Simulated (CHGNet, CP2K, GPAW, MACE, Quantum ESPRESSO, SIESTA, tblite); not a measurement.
# CP2K runs on random packing of Si57C22H21 (at. %) (99 atoms), part 2 of 2

Wanted: CP2K inputs and outputs for random packing of Si57C22H21 (at. %) (99 atoms), checked against a plane-wave reference.

Program: CP2K 2026.2; the method stands at each step. Banners, paths, timers and routine set-up lines are dropped from the logs unmarked, and long logs keep their key lines alone; longer cuts are marked.

So far. Step 2 (PBE, DZVP-MOLOPT-SR, 450/50 Ry, diagonalisation): Forces lie 5.0 % from the reference's, at 0.35 times its CPU time. Step 3 (PBE, TZV2P-UZH, 450/50 Ry, diagonalisation): Against the first run (5.0 %), the force difference from the reference is 2.4 %, at 5.2 times the CPU time (on 4 against 2 cores), with 2556 basis functions against 1119; this set comes with other potentials too, so the change isn't the basis's alone.

### Step 4. PBE, DZVP-MOLOPT-SR, 630/50 Ry, diagonalisation

Method: Kohn-Sham DFT, PBE, GTH-PBE pseudopotentials, Gaussian and plane waves, DZVP-MOLOPT-SR-GTH, diagonalisation.

input.inp reads:

```
&GLOBAL
  PROJECT cell
  RUN_TYPE ENERGY_FORCE
  PRINT_LEVEL LOW
&END GLOBAL
&FORCE_EVAL
  METHOD QS
  STRESS_TENSOR ANALYTICAL
  &DFT
    BASIS_SET_FILE_NAME BASIS_MOLOPT
    POTENTIAL_FILE_NAME GTH_POTENTIALS
    &MGRID
      CUTOFF 630
      REL_CUTOFF 50
      NGRIDS 5
    &END MGRID
    &QS
      EPS_DEFAULT 1.0E-12
    &END QS
    &SCF
      SCF_GUESS ATOMIC
      EPS_SCF 5.0E-06
      MAX_SCF 200
      ADDED_MOS 41
      &DIAGONALIZATION
        ALGORITHM STANDARD
      &END DIAGONALIZATION
      &SMEAR ON
        METHOD FERMI_DIRAC
        ELECTRONIC_TEMPERATURE [K] 580
      &END SMEAR
      &MIXING
        METHOD BROYDEN_MIXING
        ALPHA 0.15
        NBROYDEN 12
      &END MIXING
      &PRINT
        &RESTART OFF
        &END RESTART
      &END PRINT
    &END SCF
    &XC
      &XC_FUNCTIONAL PBE
      &END XC_FUNCTIONAL
    &END XC
    &PRINT
      &MULLIKEN ON
      &END MULLIKEN
      &HIRSHFELD ON
        SHAPE_FUNCTION DENSITY
      &END HIRSHFELD
      &MO ON
        EIGENVALUES T
        OCCUPATION_NUMBERS T
        MO_INDEX_RANGE 156 179
        &EACH
          QS_SCF 0
        &END EACH
        ADD_LAST NUMERIC
      &END MO
    &END PRINT
  &END DFT
  &SUBSYS
    &CELL
      A 11.20040 0.00000 0.00000
      B 0.00000 11.20040 0.00000
      C 0.00000 0.00000 11.20040
    &END CELL
    &TOPOLOGY
      COORD_FILE_NAME structure.xyz
      COORD_FILE_FORMAT XYZ
    &END TOPOLOGY
    &KIND Si
      BASIS_SET DZVP-MOLOPT-SR-GTH-q4
      POTENTIAL GTH-PBE-q4
    &END KIND
    &KIND C
      BASIS_SET DZVP-MOLOPT-SR-GTH-q4
      POTENTIAL GTH-PBE-q4
    &END KIND
    &KIND H
      BASIS_SET DZVP-MOLOPT-SR-GTH-q1
      POTENTIAL GTH-PBE-q1
    &END KIND
  &END SUBSYS
  &PRINT
    &FORCES ON
    &END FORCES
    &STRESS_TENSOR ON
    &END STRESS_TENSOR
  &END PRINT
&END FORCE_EVAL
```

structure.xyz reads:

```xyz
99

[... 99 atom lines left out: the same atoms as in the first run ...]
```

Started as:

```
$ OMP_NUM_THREADS=1 mpirun -np 4 cp2k.psmp -i input.inp > output.txt
```

Numbers of over 12 decimals in the logs are rounded to 6 here.

Log:

```text
CP2K| version string:                                       CP2K version 2026.2
 CP2K| Input file name                                                 input.inp
 GLOBAL| Basis set file name                                        BASIS_MOLOPT
 GLOBAL| Potential file name                                      GTH_POTENTIALS
 GLOBAL| Run type                                                   ENERGY_FORCE
 GLOBAL| Total number of message passing processes                             4
 GLOBAL| Number of threads for this process                                    1
[... lines left out ...]
                        Smear method:                                FERMI_DIRAC
[... lines left out ...]
 Number of electrons:                                                        333
[... lines left out ...]
  Step     Update method      Time    Convergence         Total energy    Change
[... lines left out ...]
  *** SCF run converged in    19 steps ***
[... lines left out ...]
  Fermi energy:                                                 0.183835
  Total energy:                                              -351.740178
  Total energy (extrapolated to T->0):                       -351.732294
[... lines left out ...]
 MO| E(Fermi):            0.183835 a.u.          5.002408 eV
[... lines left out ...]
     99       H      3       1.000          1.044                        -0.044
  Total Charge                                                           -0.000
 !-----------------------------------------------------------------------------!
 ENERGY| Total FORCE_EVAL ( QS ) energy [hartree]           -351.740175
 FORCES| Atomic forces [hartree/bohr]
 FORCES|   Atom     x               y               z               |f|
 FORCES|      1  1.52805773E-02  3.85608410E-02 -7.15461885E-02   8.27000097E-02
 FORCES|      2 -3.84367442E-02 -7.67640290E-02  6.39046651E-03   8.60868023E-02
 FORCES|      3 -8.15322823E-02 -4.47604668E-02  3.04026854E-02   9.78536444E-02
[...]
FORCES|     98 -8.19373291E-03 -1.09449113E-02 -4.30734684E-03   1.43346286E-02
 FORCES|     99  3.26799742E-03  1.75594877E-02  2.55546777E-03   1.80428887E-02
 FORCES| Sum    -8.62121947E-05 -2.43021650E-05  1.04311849E-05
 FORCES| Total atomic force                                       9.01773106E-05
 STRESS| Analytical stress tensor [bar]
 STRESS|                        x                   y                   z
 STRESS|      x       -5.19634057647E+04   9.21967184684E+03   7.18885413824E+03
 STRESS|      y        9.21967184684E+03  -3.51214148129E+04  -4.65360729988E+03
 STRESS|      z        7.18885413824E+03  -4.65360729988E+03  -2.70298217266E+04
 STRESS| 1/3 Trace                                            -3.80382141014E+04
```

Elapsed: 2 min, on 4 MPI ranks of Arm Neoverse V1, shared host; peak memory 6 GiB; 8 min of CPU time.

Against the reference:

```yaml
r_m_s_force_component: 1.786 eV/Å
r_m_s_difference_of_force_components: 88.51 meV/Å
longest_difference_of_force_vectors: 316.6 meV/Å
force_difference_over_r_m_s_force: 5.001 %
slope_of_forces_against_the_reference_s: 1.008
correlation_of_force_components: 0.9988
pressure: -3.804 GPa
pressure_difference: -1.326 GPa
energy_less_the_same_level_run_s: 0.0004 meV/atom
r_m_s_force_difference_from_the_same_level_run: 0.269 meV/Å
```

Against the first run (5.0 %), the force difference from the reference is 5.0 %, at 1.4 times the CPU time (on 4 against 2 cores): the change moves forces by 0.27 meV/Å r.m.s., so most of the difference comes from elsewhere.

### Step 5. PBE, DZVP-MOLOPT-SR, 225/50 Ry, diagonalisation

Method: Kohn-Sham DFT, PBE, GTH-PBE pseudopotentials, Gaussian and plane waves, DZVP-MOLOPT-SR-GTH, diagonalisation.

input.inp: that of step 4 with these lines changed.

```diff
@@ -12,5 +12,4 @@
     &MGRID
-      CUTOFF 630
+      CUTOFF 225
       REL_CUTOFF 50
-      NGRIDS 5
     &END MGRID
@@ -68,6 +67,30 @@
     &END CELL
-    &TOPOLOGY
-      COORD_FILE_NAME structure.xyz
-      COORD_FILE_FORMAT XYZ
-    &END TOPOLOGY
+    &COORD
+      SCALED
+      Si 0.64487 0.40747 0.32204
+      Si 0.28606 0.97094 0.51612
+      Si 0.97981 0.14068 0.33709
+      Si 0.44713 0.69681 0.35753
+      Si 0.65801 0.11573 0.91203
+      Si 0.93967 0.87513 0.56246
+      Si 0.29099 0.63527 0.62965
+      Si 0.45931 0.61890 0.69697
+      Si 0.40261 0.08193 0.01085
+      Si 0.97415 0.69585 0.93307
+      Si 0.12466 0.20192 0.22144
+      Si 0.12858 0.32958 0.71553
+      Si 0.17931 0.47443 0.58565
+      Si 0.54070 0.21065 0.03612
+      Si 0.44306 0.95929 0.81814
+      Si 0.92051 0.16954 0.03079
+      Si 0.41165 0.47861 0.55703
+      Si 0.88509 0.40221 0.57335
+      Si 0.81086 0.52798 0.01747
+      Si 0.46717 0.46004 0.38110
+[... 75 atom lines left out ...]
+      H 0.86833 0.78151 0.26400
+      H 0.75502 0.63309 0.28527
+      H 0.72395 0.27994 0.06610
+      H 0.99313 0.70756 0.48851
+    &END COORD
     &KIND Si
```

Started as:

```
$ OMP_NUM_THREADS=2 cp2k.psmp -i input.inp > output.txt
```

Log:

```text
CP2K| version string:                                       CP2K version 2026.2
 CP2K| Input file name                                                 input.inp
 GLOBAL| Basis set file name                                        BASIS_MOLOPT
 GLOBAL| Potential file name                                      GTH_POTENTIALS
 GLOBAL| Run type                                                   ENERGY_FORCE
 GLOBAL| Total number of message passing processes                             1
 GLOBAL| Number of threads for this process                                    2
[... lines left out ...]
                        Smear method:                                FERMI_DIRAC
[... lines left out ...]
 Number of electrons:                                                        333
[... lines left out ...]
  Step     Update method      Time    Convergence         Total energy    Change
[... lines left out ...]
  *** SCF run converged in    19 steps ***
[... lines left out ...]
  Fermi energy:                                                 0.183835
  Total energy:                                              -351.740375
  Total energy (extrapolated to T->0):                       -351.732491
[... lines left out ...]
 MO| E(Fermi):            0.183835 a.u.          5.002414 eV
[... lines left out ...]
     99       H      3       1.000          1.044                        -0.044
  Total Charge                                                           -0.000
 !-----------------------------------------------------------------------------!
 ENERGY| Total FORCE_EVAL ( QS ) energy [hartree]           -351.740372
 FORCES| Atomic forces [hartree/bohr]
 FORCES|   Atom     x               y               z               |f|
 FORCES|      1  1.52762787E-02  3.85602379E-02 -7.15448686E-02   8.26977923E-02
 FORCES|      2 -3.84352137E-02 -7.67683606E-02  6.39761149E-03   8.60905121E-02
 FORCES|      3 -8.15299873E-02 -4.47640126E-02  3.04031803E-02   9.78535080E-02
[...]
FORCES|     98 -8.01402127E-03 -1.07527788E-02 -4.16264559E-03   1.40418805E-02
 FORCES|     99  3.46506413E-03  1.76582210E-02  2.36724314E-03   1.81500214E-02
 FORCES| Sum     1.97984426E-03  3.60413604E-04  1.05134285E-03
 FORCES| Total atomic force                                       2.27046318E-03
 STRESS| Analytical stress tensor [bar]
 STRESS|                        x                   y                   z
 STRESS|      x       -5.19257347443E+04   9.22198630808E+03   7.18906706790E+03
 STRESS|      y        9.22198630808E+03  -3.50958309948E+04  -4.65398647073E+03
 STRESS|      z        7.18906706790E+03  -4.65398647073E+03  -2.70089967642E+04
 STRESS| 1/3 Trace                                            -3.80101875011E+04
```

Elapsed: 2.8 min, on 2 threads; peak memory 1.3 GiB.

Against the reference:

```yaml
r_m_s_force_component: 1.786 eV/Å
r_m_s_difference_of_force_components: 89.48 meV/Å
longest_difference_of_force_vectors: 316.8 meV/Å
force_difference_over_r_m_s_force: 5.055 %
slope_of_forces_against_the_reference_s: 1.008
correlation_of_force_components: 0.9988
pressure: -3.801 GPa
pressure_difference: -1.323 GPa
energy_less_the_same_level_run_s: -0.0538 meV/atom
r_m_s_force_difference_from_the_same_level_run: 7.131 meV/Å
```

This is a coarse setting, run to see what it loses.

Against the first run (5.0 %), the force difference from the reference is 5.1 %, at 0.96 times the CPU time: the change moves forces by 7.1 meV/Å r.m.s., so most of the difference comes from elsewhere.

### Step 6. Side by side

Differences are against the plane-wave reference, forces as r.m.s. over components; share is that over the reference's r.m.s. force, slope the least-squares factor from reference forces to these. Total energies of different programs have different zeros and aren't compared.

```
                                                          run  Δ force, r.m.s. (meV/Å)  share (%)  slope  Δ pressure (GPa)  cores  CPU time  memory (GiB)
                                                    reference                        -          -      -                 -      2    16 min           5.7
         CP2K PBE, DZVP-MOLOPT-SR, 450/50 Ry, diagonalisation                     88.5       5.00  1.008             -1.33      2   5.6 min           2.6
              CP2K PBE, TZV2P-UZH, 450/50 Ry, diagonalisation                     41.7       2.35  0.980            -0.524      4    29 min           4.8
         CP2K PBE, DZVP-MOLOPT-SR, 630/50 Ry, diagonalisation                     88.5       5.00  1.008             -1.33      4     8 min           6.0
CP2K PBE, DZVP-MOLOPT-SR, 225/50 Ry, diagonalisation (coarse)                     89.5       5.06  1.008             -1.32      2   5.4 min           1.3
```

Rows marked coarse were listed beforehand as settings not expected to be converged; some can still land near the reference.

CPU time is summed over cores on a shared host, where runs went side by side, so it is rough. Symmetry, cutoffs, thresholds, outputs and thread counts weren't matched or tuned between programs; memory under MPI is the largest rank's times the ranks.

Mean charges by element (e), by run and scheme:

```
                                                 run     scheme     Si      C      H
CP2K PBE, DZVP-MOLOPT-SR, 450/50 Ry, diagonalisation   Mulliken  -0.03  -0.04  +0.13
CP2K PBE, DZVP-MOLOPT-SR, 450/50 Ry, diagonalisation  Hirshfeld  +0.05  -0.11  -0.02
     CP2K PBE, TZV2P-UZH, 450/50 Ry, diagonalisation   Mulliken  +0.20  -0.29  -0.21
     CP2K PBE, TZV2P-UZH, 450/50 Ry, diagonalisation  Hirshfeld  +0.06  -0.10  -0.04
CP2K PBE, DZVP-MOLOPT-SR, 630/50 Ry, diagonalisation   Mulliken  -0.03  -0.04  +0.13
CP2K PBE, DZVP-MOLOPT-SR, 630/50 Ry, diagonalisation  Hirshfeld  +0.05  -0.11  -0.02
```

Within one program, basis, potentials and functional, energies share a zero. Each run against its twin at the usual cutoff or grid and solver:

```
                                                 run                                        twin  Δ energy (meV/atom)  Δ force, r.m.s. (meV/Å)        CPU time over the twin's
CP2K PBE, DZVP-MOLOPT-SR, 630/50 Ry, diagonalisation  DZVP-MOLOPT-SR, 450/50 Ry, diagonalisation               4.0e-4                    0.269  1.4 (this twin ran on 2 cores)
CP2K PBE, DZVP-MOLOPT-SR, 225/50 Ry, diagonalisation  DZVP-MOLOPT-SR, 450/50 Ry, diagonalisation              -0.0538                     7.13                            0.96
```

### Step 7. Summary of results

| Item | Value |
| --- | --- |
| nearest in forces | CP2K PBE, TZV2P-UZH, 450/50 Ry, diagonalisation, 2.4 % |
| its CPU time | 29 min |

In words: The PBE runs in local orbitals, coarse settings apart, differ by 2.4 % (CP2K PBE, TZV2P-UZH, 450/50 Ry, diagonalisation) to 5.0 % (CP2K PBE, DZVP-MOLOPT-SR, 630/50 Ry, diagonalisation); basis, grid and potentials can all enter. Runs with settings chosen to be coarse differ by 5.1 % (CP2K PBE, DZVP-MOLOPT-SR, 225/50 Ry, diagonalisation), their programs' other errors included. Of the electronic-structure runs that take under half the reference's CPU time, CP2K PBE, DZVP-MOLOPT-SR, 450/50 Ry, diagonalisation is among the nearest, at 5.0 % in 5.6 min against 16 min. Charges hang on scheme and program or settings: among these rows the mean for H runs from -0.21 to +0.13 e, even in sign. The reference's pressure holds the uncorrected Pulay stress of its 60 Ry basis, so small pressure differences, and their order, may be the reference's own error. The electron count is odd in these runs, and they have no spin polarisation, so the unpaired electron is spread evenly over both spins. The reference's pressure of -2.5 GPa belongs to a cell and atoms that aren't relaxed at this level. The electronic-structure runs sample only Γ, in a cell whose shortest periodic width is 11 Å, which is coarse for a cell with partly filled levels.

[Also dropped from logs without a mark: logging warnings of Python, and SIESTA's first energy breakdown and zero terms.]

[Logs are printed without paths, hosts, clocks, repeated set-up lines and the standing remarks that a program may print on its own settings, such as how far it seeks lower states.]

[Hosts, paths, dates, database ids (printed as entryN), source tags and the programs' standing remarks are cut or masked in the printed files.]
